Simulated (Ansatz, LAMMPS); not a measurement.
# Amorphous 64HfO2-36SiO2 (mol %) (84 atoms): relaxation and levels of theory

Which bonds does the relaxation leave, and how do the Kohn-Sham gap, forces and pressure change with k-mesh and functional?

Calculated with Ansatz 0.2.0: Kohn-Sham DFT, PBE, PAW (set soft_2), plane waves; cutoff 420 eV, Γ point, fermi-dirac smearing of 0.025 eV.

**The cell**

Density at the start: 6.11 g/cm³. The cell holds 84 atoms: 18 Hf, 10 Si and 56 O. Cell: a = 10.608 Å, b = 10.608 Å, c = 10.608 Å, α = 90.0°, β = 90.0°, γ = 90.0°. 84 atoms (18 Zr, 10 Si, 56 O) placed at random at 3.92 g/cm³, melted at 5000 K for 10 ps at fixed volume with the Morse and Coulomb pair potential with partial charges (Pedone, Malavasi, Menziani, Cormack and Segre, J. Phys. Chem. B 110, 11780 (2006)). Quenched from 5000 K to 300 K at 50 K/ps and fixed volume, held 5 ps, then minimised at fixed cell. Then Zr was replaced by Hf (the potential has no terms for the new elements, so the cell is a start for a DFT relaxation).

Cell and atoms were relaxed with PBE. The walk converged after 19 steps by the program's count, with a largest force component of 0.0199 eV/Å; it began at an r.m.s. force component of 0.99 eV/Å. The edges went from 10.608, 10.608, 10.608 to 10.396, 10.451, 10.359 Å, and the volume from 14.210 to 13.382 Å³ an atom (-5.8 %).

The input of the reference single point:

```yaml
crystal:
  lattice:
    - [10.3933, 0.20512, -0.11313]
    - [0.20512, 10.44857, -0.12228]
    - [-0.11313, -0.12228, 10.35806]
  atoms:
    - { symbol: Hf, position: [0.13572, 0.34862, 0.09128] }
    - { symbol: Hf, position: [0.84641, 0.19234, 0.62101] }
    - { symbol: Hf, position: [0.33009, 0.12032, 0.56909] }
    - { symbol: Hf, position: [0.07687, 0.62853, 0.31148] }
    [... 78 atom lines left out ...]
    - { symbol: O, position: [0.98247, 0.22383, 0.44711] }
    - { symbol: O, position: [0.46314, 0.41253, 0.47691] }
kpoints:
  mp_grid: { grid: [1, 1, 1] }
hamiltonian:
  xc: pbe
scf:
  occupations: { method: fermi_dirac, width: 0.025 }
output:
  forces: true
  stress: true
  populations: true
  dos:
    method: { smearing: { sigma: 0.08 } }
    de: 0.05
    projected: { site_lists: { Hf: [Hf], O: [O], Si: [Si] } }
  eigenvalues: true
  write_density: true
  write_potential: true
  volumetric_format: npy
```

**Bonds after relaxation**

Bonds by pair of elements; cutoffs follow the first minimum of g(r), held within bounds set by covalent radii, and pairs that aren't listed don't count as bonded:

```csv
pair A-B,cutoff (Å),bonds,mean length (Å),spread (Å),shortest (Å),B about A,A about B
O-Hf,2.82,110,2.14,0.138,1.90,1.96,6.11
O-Si,2.08,40,1.64,0.028,1.59,0.714,4
```

How many atoms have how many bonded neighbours:

```csv
element,mean,2,3,4,5,6,7
Hf,6.11,0,0,0,3,10,5
O,2.68,20,34,2,0,0,0
Si,4,0,0,10,0,0,0
```

**Levels of theory**

Single points at the relaxed geometry:

| functional | k-mesh | Kohn-Sham gap (eV) | pressure (GPa) | r.m.s. force component (eV/Å) | SCF cycles | time |
| --- | --- | --- | --- | --- | --- | --- |
| PBE | 1×1×1 | 4.223 | -0.02 | 0.006 | 10 | 28 s |
| PBE | 2×2×2 | 4.179 | 0.00 | 0.010 | 10 | 4.1 min |
| HSE06 | 1×1×1 | 5.830 | -4.87 | 0.173 | 22 | 8.1 min |
| r2SCAN | 1×1×1 | 4.697 | -4.94 | 0.129 | 10 | 54 s |
| PBEsol | 1×1×1 | 4.141 | -4.79 | 0.087 | 12 | 29 s |

The gap is that between the highest filled and lowest empty Kohn-Sham level on the run's k-points. Cutoffs: 420 eV for PBE, HSE06 and PBEsol; 500 eV for r2SCAN. Times come from shared hosts and are rough.

**Findings**

By these cutoffs 56 % of Hf atoms have 6, 61 % of O atoms have 3 and 100 % of Si atoms have 4 neighbours. The Kohn-Sham gap is 4.22 eV with PBE on the 1×1×1 mesh and 4.18 eV on 2×2×2. On the 1×1×1 mesh HSE06 changes the gap by +1.61 eV against PBE. Carrying that shift over to the 2×2×2 mesh gives 4.18 + 1.61 = 5.79 eV, an estimate that takes the shift to be alike at all k-points. On the reference's mesh the gap changes with r2SCAN by +0.47 eV and PBEsol by -0.08 eV. Against the reference the pressure changes with HSE06 by -4.9 GPa, r2SCAN by -4.9 GPa and PBEsol by -4.8 GPa; a negative change means a smaller volume than PBE would take. The denser mesh moves the energy by -0.7 meV/atom and the pressure by +0.01 GPa.

Limits: All single points share the geometry relaxed with PBE. The volume changed by -5.8 % on relaxing; in so small a cell, on this mesh and at this cutoff, the relaxed density is rough. One sample; tail or defect levels can set the gap of a disordered cell. The quench rate of 50 K/ps is many orders above laboratory rates, so the cell is likely richer in defects and strain than a real sample. The network of bonds at the start is that of the classical potential that made the cell, and needn't be the one that DFT or experiment would give. Spin–orbit coupling is left out, which matters for the levels of the heavy elements. In some runs the program notes that it cut back its work space to fit the memory limit, the exchange threshold is loose for the stress and the SCF threshold is loose for the stress.

[Logs are printed without paths, hosts, clocks, repeated set-up lines and the standing remarks that a program may print on its own settings, such as how far it seeks lower states.]

[Hosts, paths, dates, database ids (printed as entryN), source tags and the programs' standing remarks are cut or masked in the printed files.]
